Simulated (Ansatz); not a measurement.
# C2H4 on Pt(111), ontop start, 2x2 cell: work function, bands and core levels, part 3 of 4

What would XPS and UPS show for C2H4 on Pt(111), ontop start, 2x2 cell? Spin–orbit coupling is left out of the bands throughout.

Ansatz 0.2.0; DFT, PBE, plane-wave PAW, scalar-relativistic; PAW set soft_1.

So far, work function, upper face (eV): step 2 (the clean face) 5.68; step 3 (relaxation) 3.85.

**4. Bands by layer (continued)**

Peaks of A(k,E) at the labelled points: for each region the eleven nearest the zero at most, each over 6 % of that point's highest, less those above the energy where the solved bands run out; weight and spread sum the levels within three half widths or 0.3 eV, so near peaks share levels. Peaks of the spectral function, the first 40 of 101 rows:

```
point  weight on  E (eV)  A (1/eV)  weight near the peak  rms spread of levels (eV)
    K      total   -5.18     5.139                 5.338                      0.286
    K      total    -4.6     4.903                 5.896                      0.346
    K      total   -3.52     3.827                 3.657                      0.293
    K      total    -2.8     4.584                 4.023                      0.242
    K      total    -1.6     3.503                 3.093                      0.227
    K      total   -0.28     4.547                 3.904                      0.214
    K      total    2.96     0.532                 0.419                      0.248
    K        top   -7.08     0.303                 0.207                      0.117
    K        top   -5.12     0.833                 0.868                      0.265
    K        top   -4.66     0.705                 0.795                      0.336
    K        top   -3.12     1.763                 1.554                      0.258
    K        top   -2.52      0.91                 0.978                      0.343
    K        top   -1.62      0.66                 0.489                      0.269
    K        top   -0.72     0.708                 0.739                      0.292
    K        top   -0.32     0.567                 0.719                       0.29
    K        top    1.34     0.124                 0.061                      0.176
    K        top    2.96     0.414                 0.361                      0.257
    K     middle    -5.2     2.601                 2.313                       0.25
    K     middle   -4.62      1.96                 2.578                      0.366
    K     middle   -3.54     1.186                 1.038                      0.286
    K     middle   -1.84     1.281                 1.102                      0.175
    K     middle   -0.26     1.592                  1.37                      0.215
    K     bottom   -5.18     1.722                 1.955                      0.301
    K     bottom   -4.56      2.29                 2.398                      0.302
    K     bottom   -4.36     2.253                  2.02                      0.198
    K     bottom   -3.54     1.592                 0.993                      0.191
    K     bottom    -2.8     3.324                  2.12                      0.131
    K     bottom   -1.54     1.747                  1.41                      0.188
    K     bottom    -0.3      2.41                 1.841                      0.169
    Γ      total   -6.84     3.042                 2.365                      0.182
    Γ      total   -4.48     1.243                  0.59                      0.215
    Γ      total   -3.44      9.14                 9.776                      0.274
    Γ      total   -2.98     7.395                 9.133                      0.275
    Γ      total   -1.46     4.765                 4.357                      0.239
    Γ      total   -0.64     3.667                 4.868                      0.406
    Γ      total   -0.06     4.269                 4.777                      0.324
    Γ      total    1.82     0.934                 0.507                      0.128
    Γ        top   -7.24     0.815                 0.962                      0.327
    Γ        top    -6.9     0.813                 0.818                      0.217
    Γ        top   -5.76     0.212                 0.098                      0.141
```

The DOS has structure finer than the step of the table below, so its rows give means over 1 eV, whole bins alone (the curve runs from -17.4 to 4.12 eV). Peaks (eV: height): total -3.3: 36.9, -2.1: 27.5, -1.2: 27.5, -0.1: 31.8; Pt 5d -3.3: 34.3, -2.1: 25.6, -1.2: 25.7, -0.1: 30.4; Pt 6s -6.3: 4.37, -2.7: 1.57, 2.2: 2.43, 2.9: 2.25; C 2p -10.8: 1.43, -7.9: 4.11, -7.1: 3.24, -4.5: 2.06.

* holds the states left over by the projection beside any projected weight of its own. DOS against E, zero at the Fermi level; means over each step; values in states/eV/cell:

```
E (eV)   total    Pt 5d    Pt 6s     C 2p   Pt 6p*     H 1s     C 2s
   -16   0.525   0.0133   0.0139   0.0516  0.00154    0.105    0.333
   -15    1.48   0.0374   0.0390    0.145  0.00434    0.296    0.936
   -14       0        0        0        0        0        0        0
   -13       0        0        0        0        0        0        0
   -12       0        0        0        0        0        0        0
   -11    1.98   0.0583  0.00655    0.460   0.0374    0.672    0.746
   -10  0.0224   6.3e-4  0.00268  0.00457   3.3e-4  0.00678  0.00742
    -9   0.728  0.00761    0.710  0.00235  0.00698   5.4e-4   7.7e-4
    -8    3.52    0.198     1.41     1.32   0.0758    0.518  0.00216
    -7    6.38     1.83     2.75     1.24   0.0982    0.437   0.0206
    -6    16.8     12.5     3.72    0.356    0.147    0.103  0.00426
    -5    21.4     17.4     1.52     1.45    0.257    0.774  0.00294
    -4    23.8     21.6    0.904    0.794    0.365    0.115  0.00265
    -3    31.8     29.3     1.45    0.392    0.595   0.0841  0.00308
    -2    23.7     21.9     1.05    0.181    0.492   0.0421  0.00537
    -1    25.0     23.4    0.989    0.119    0.465   0.0210  0.00982
     0    24.6     23.0     1.09    0.182    0.342   0.0122   0.0171
     1    5.68     3.07     1.75    0.194    0.640   0.0110   0.0213
     2    5.58     1.75     2.03    0.315     1.35   0.0783   0.0610
     3    6.03     1.16     1.96    0.592     1.98    0.206    0.133
```

Sums over each group's atoms; a table of it gives point samples, which can step over narrow peaks. Table of DOS of the group by E, zero at the Fermi level; 7 of 11 lines; values in states/eV:

```
E (eV)  layer 3: Pt 5d  other layers: Pt 5d  layer 2: Pt 5d  layer 1: Pt 5d  adsorbate: C 2p  other layers: Pt 6s  layer 1: Pt 6s
   -16               0                    0               0          1.1e-5           4.2e-5                    0          1.1e-5
   -15               0                    0               0         0.00325           0.0127                    0         0.00336
   -14               0                    0               0               0                0                    0               0
   -13               0                    0               0               0                0                    0               0
   -12               0                    0               0               0                0                    0               0
   -11               0                    0          1.7e-4          0.0819            0.662                    0          0.0109
   -10               0                    0               0               0                0                    0               0
    -9         0.00167              0.00135         0.00217         0.00144          0.00247               0.0732          0.0817
    -8          0.0304               0.0165          0.0321           0.173             2.25                0.197           0.259
    -7           0.250                0.110           0.328           0.582             2.15                0.413           0.530
    -6            4.23                 1.10            4.29            1.37            0.273                0.808           0.886
    -5            4.07                 2.75            4.14            3.08             1.55                0.451           0.374
    -4            5.09                 4.04            5.44            4.78            0.610                0.164           0.186
    -3            7.04                 8.96            7.19            8.49            0.392                0.443           0.444
    -2            4.89                 6.59            5.22            6.31            0.161                0.357           0.305
    -1            4.82                 7.32            4.60            6.62            0.108                0.455           0.323
     0            7.93                 6.72            7.56            5.85            0.167                0.358           0.222
     1           0.641                0.693           0.747           0.761            0.233                0.569           0.556
     2           0.406                0.422           0.415           0.445            0.303                0.482           0.421
     3           0.265                0.292           0.244           0.419            0.796                0.468           0.427
     4           0.152                0.138           0.147           0.206            0.356                0.343           0.514
```

This run's widths, added to any smearing of the DOS itself: Gaussian 0.45 eV, Lorentzian 0.1 eV plus 0.03 an eV of depth. Intensity against binding energy, zero at the Fermi level; values in % of the maximum within 13 eV:

```
binding energy (eV)  21.2 eV  60 eV  1486.7 eV  5950 eV  9251.7 eV
               -1.0     1.64   1.61       1.65     1.66       1.66
               -0.5     4.43   4.33       4.51     4.53       4.53
                0.0     47.5   46.2       48.9     49.0       48.9
                0.5     77.1   75.7       79.1     79.5       79.4
                1.0     75.6   75.4       77.3     77.5       77.6
                1.5     74.4   74.3       75.9     76.0       76.0
                2.0     74.4   74.8       75.3     75.4       75.4
                2.5     77.3   77.5       78.0     78.4       78.6
                3.0     96.8   96.5       97.3     97.5       97.6
                3.5     92.1   92.1       91.4     91.2       91.2
                4.0     72.2   71.4       69.9     69.8       69.7
                4.5     71.4   69.4       65.1     65.0       64.9
                5.0     61.5   57.6       54.4     54.9       55.3
                5.5     58.3   54.8       55.7     56.9       58.2
                6.0     40.0   37.7       39.7     41.4       43.2
                6.5     22.8   21.0       21.8     23.7       25.7
                7.0     16.3   13.5       9.15     10.5       12.0
                7.5     11.8   9.03       4.43     5.47       6.63
                8.0     10.1   7.26       2.64     3.41       4.28
                8.5     2.93   2.29       1.51     2.07       2.67
                9.0     1.39   1.20       1.05     1.47       1.91
                9.5     1.05  0.965      0.709    0.866       1.05
               10.0     1.27   1.24      0.575    0.587      0.642
               10.5     3.79   3.83      0.842    0.668      0.691
               11.0     4.79   4.88      0.927    0.678      0.688
               11.5        -   1.37      0.417    0.368      0.381
               12.0        -  0.600      0.284    0.274      0.285
               12.5        -  0.430      0.237    0.232      0.241
               13.0        -  0.376      0.210    0.205      0.213
               13.5        -  0.386      0.196    0.187      0.193
               14.0        -  0.489      0.200    0.180      0.185
               14.5        -  0.904      0.258    0.202      0.207
               15.0        -   2.97      0.590    0.368      0.374
               15.5        -   5.25      0.958    0.554      0.560
               16.0        -   1.92      0.399    0.259      0.263
               16.5        -  0.632      0.180    0.141      0.144
               17.0        -  0.336      0.126    0.109      0.111
```

Maxima picked by a test of local sharpness, so broad peaks and shoulders can be missing; peaks within 0.45 eV of a curve's cut are left out. Valence peaks, by row:

```
photon energy (eV)  binding energy (eV)  height (% of the maximum within 13 eV)  main shell  its share (%)
              21.2                 7.75                                   12.16        C 2p          60.17
              21.2                 4.45                                   71.54       Pt 5d          89.64
              21.2                  3.2                                     100       Pt 5d          97.26
              21.2                  1.2                                   77.31       Pt 5d          98.88
              21.2                  0.4                                   78.51       Pt 5d          98.86
                60                 15.4                                    5.43        C 2s          77.04
                60                 10.8                                   5.728        C 2s          50.44
                60                 4.45                                   69.73       Pt 5d          93.06
                60                  3.2                                     100       Pt 5d          98.24
                60                  1.2                                   76.98       Pt 5d          99.28
                60                  0.4                                    76.7       Pt 5d          99.21
              1487                 5.45                                   56.02       Pt 5d          97.97
              1487                 3.15                                     100       Pt 5d          99.34
              1487                  1.2                                   79.12       Pt 5d          99.39
              1487                  0.4                                   80.67       Pt 5d          99.45
              5950                 5.45                                   57.24       Pt 5d          95.25
              5950                 3.15                                     100       Pt 5d          98.45
              5950                  1.2                                   79.39       Pt 5d          98.55
              5950                  0.4                                   80.99       Pt 5d          98.71
              9252                 5.45                                   58.42       Pt 5d          92.48
              9252                 3.15                                     100       Pt 5d          97.51
              9252                  1.2                                    79.4       Pt 5d          97.68
              9252                  0.4                                   80.94       Pt 5d          97.93
```

From the Fermi level. The planar mean, electrostatic potential by z:

z (Å), planar mean, electrostatic potential (eV) and a bar from the least value:
```
      0.0        4.7 #############################
      0.5        5.1 #############################
      1.0        5.5 ##############################
      1.5        5.7 ##############################
      2.0        5.7 ##############################
      2.5        5.7 ##############################
      3.0        5.7 ##############################
      3.5        5.7 ##############################
      4.0        5.7 ##############################
      4.5        5.7 ##############################
      5.0        5.6 ##############################
      5.5        5.4 ##############################
      6.0        4.6 #############################
      6.5        1.1 #########################
      7.0      -13.4 ##########
      7.5      -22.4 
      8.0      -13.7 #########
      8.5       -0.5 #######################
      9.0       -4.7 ###################
      9.5      -19.6 ###
     10.0      -21.1 #
     10.5       -7.3 ################
     11.0       -0.5 #######################
     11.5      -11.9 ###########
     12.0      -22.4 
     12.5      -16.0 #######
     13.0       -1.5 ######################
     13.5       -3.0 #####################
     14.0      -16.4 ######
     14.5      -21.0 #
     15.0       -9.7 ##############
     15.5        1.0 #########################
     16.0        2.5 ###########################
     16.5       -2.2 ######################
     17.0       -3.9 ####################
     17.5        2.2 ##########################
     18.0        3.5 ############################
     18.5        3.8 ############################
     19.0        3.8 ############################
     19.5        3.8 ############################
     20.0        3.8 ############################
     20.5        3.8 ############################
     21.0        3.8 ############################
     21.5        3.8 ############################
     22.0        3.8 ############################
     22.5        3.8 ############################
     23.0        3.8 ############################
     23.5        4.1 ############################
     24.0        4.5 #############################
```

The intensity has structure finer than the step of the table below, so its rows give means over 0.5 eV, whole bins alone (the curve runs from -17.4 to 1.43 eV). Peaks (eV: height): C K -10.78: 29.0, -7.88: 98.5, -7.08: 91.6, -4.67: 85.6; C K, E along x -15.38: 30.3, -10.78: 85.0, -7.08: 186, -4.47: 59.0; C K, E along y -7.88: 272, -4.97: 152; C K, E along z -7.08: 63.6, -4.47: 131; Pt L-beta5 -2.77: 100.0.

Shapes are the site's partial DOS without matrix elements, which overweights lines from ligand s bands. Table of intensity by emission energy less the core level's binding energy, zero at the Fermi level; means over each step; values in % of the unpolarised maximum:

```
emission energy less the core level's binding energy (eV)    C K  C K, E along x  C K, E along y  C K, E along z  Pt L-beta5
                                                    -17.0  0.568            1.42           0.184          0.0979        5.01
                                                    -16.5   1.08            2.91           0.205           0.125        5.39
                                                    -16.0   3.34            9.56           0.229           0.220        5.82
                                                    -15.5   9.07            26.5           0.259           0.452        6.30
                                                    -15.0   5.24            15.1           0.293           0.313        6.83
                                                    -14.5   1.60            4.28           0.335           0.184        7.44
                                                    -14.0  0.918            2.20           0.388           0.171        8.13
                                                    -13.5  0.796            1.75           0.454           0.183        8.93
                                                    -13.0  0.871            1.87           0.540           0.204        9.84
                                                    -12.5   1.15            2.55           0.654           0.233        10.9
                                                    -12.0   1.92            4.66           0.810           0.274        12.2
                                                    -11.5   5.49            15.1            1.03           0.340        13.6
                                                    -11.0   22.0            64.1            1.37           0.481        15.4
                                                    -10.5   17.2            49.1            1.90           0.555        17.4
                                                    -10.0   4.70            10.6            2.83           0.644        19.9
                                                     -9.5   3.50            4.78            4.79           0.918        23.0
                                                     -9.0   5.28            4.10            10.3            1.47        26.6
                                                     -8.5   16.5            5.57            41.6            2.50        31.1
                                                     -8.0   75.3            13.4             206            5.96        36.4
                                                     -7.5   78.2            76.0             131            27.1        42.7
                                                     -7.0   77.3             154            23.6            54.2        49.9
                                                     -6.5   28.1            46.8            12.7            25.0        57.8
                                                     -6.0   24.6            24.4            23.1            26.4        66.0
                                                     -5.5   46.3            25.7            76.4            36.9        74.2
                                                     -5.0   76.1            31.6             140            56.6        81.9
                                                     -4.5   77.5            53.2            62.5             117        88.6
                                                     -4.0   41.6            30.7            18.7            75.3        94.1
                                                     -3.5   29.5            17.2            14.9            56.5        97.9
                                                     -3.0   23.0            9.04            10.1            49.8        99.7
                                                     -2.5   16.2            4.42            6.43            37.6        99.5
                                                     -2.0   10.9            3.00            4.42            25.2        97.2
                                                     -1.5   7.88            2.97            2.76            17.9        92.9
                                                     -1.0   7.15            3.15            2.25            16.0        86.8
                                                     -0.5   8.21            2.73            1.81            20.0        79.1
                                                      0.0   4.85            1.17           0.943            11.9        70.2
                                                      0.5  0.705           0.387           0.446            1.23        60.9
                                                      1.0  0.426           0.302           0.363           0.608        52.0
```

[end of part 3 of 4]

[Logs are printed without paths, hosts, clocks, repeated set-up lines and the standing remarks that a program may print on its own settings, such as how far it seeks lower states.]

[Hosts, paths, dates, database ids (printed as entryN), source tags and the programs' standing remarks are cut or masked in the printed files.]

[Maps of the electrostatic potential energy from Ansatz leave out the sawtooth potential of an applied field or a dipole correction, so their vacuum need not be flat; work functions include it.]
